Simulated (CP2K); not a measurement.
Two runs for the C K edge of ethanol. Run A: CP2K XAS_TDP, all-electron GAPW, PBEh(45%), aug-cc-pVDZ, TDA, no relativity. Run B differs in one setting.

First lines with a strength over 0.0015. A:

| atom | energy (eV) | states | strength, one atom |
| --- | --- | --- | --- |
| C1 (bonded to C and 3 H) | 283.51 | 1 | 0.0069 |
|  | 284.21 | 1 | 0.0180 |
|  | 284.45 | 1 | 0.0158 |
|  | 284.71 | 1 | 0.0032 |
|  | 285.22 | 1 | 0.0061 |
| C2 (bonded to C, O and 2 H) | 284.81 | 1 | 0.0200 |
|  | 285.61 | 1 | 0.0113 |
|  | 285.70 | 1 | 0.0244 |
|  | 286.04 | 1 | 0.0047 |
|  | 286.72 | 1 | 0.0099 |

B:

| atom | energy (eV) | states | strength, one atom |
| --- | --- | --- | --- |
| C1 (bonded to C and 3 H) | 289.99 | 1 | 0.0067 |
|  | 290.69 | 1 | 0.0176 |
|  | 290.94 | 1 | 0.0154 |
|  | 291.19 | 1 | 0.0032 |
|  | 291.70 | 1 | 0.0060 |
| C2 (bonded to C, O and 2 H) | 291.30 | 1 | 0.0195 |
|  | 292.10 | 1 | 0.0110 |
|  | 292.19 | 1 | 0.0239 |
|  | 292.53 | 1 | 0.0046 |
|  | 293.21 | 1 | 0.0097 |

**Question.** Which was it: GW2X switched on, the functional, scalar relativity switched on, the basis?

GW2X switched on. GW2X shifts an atom's lines together and keeps their spacings. Against PBEh(45%) in aug-cc-pVDZ, the leading lines move by +6.48 eV (C1, to 289.99) and +6.49 eV (C2, to 291.30).

[Hosts, paths, dates, database ids (printed as entryN), source tags and the programs' standing remarks are cut or masked in the printed files.]
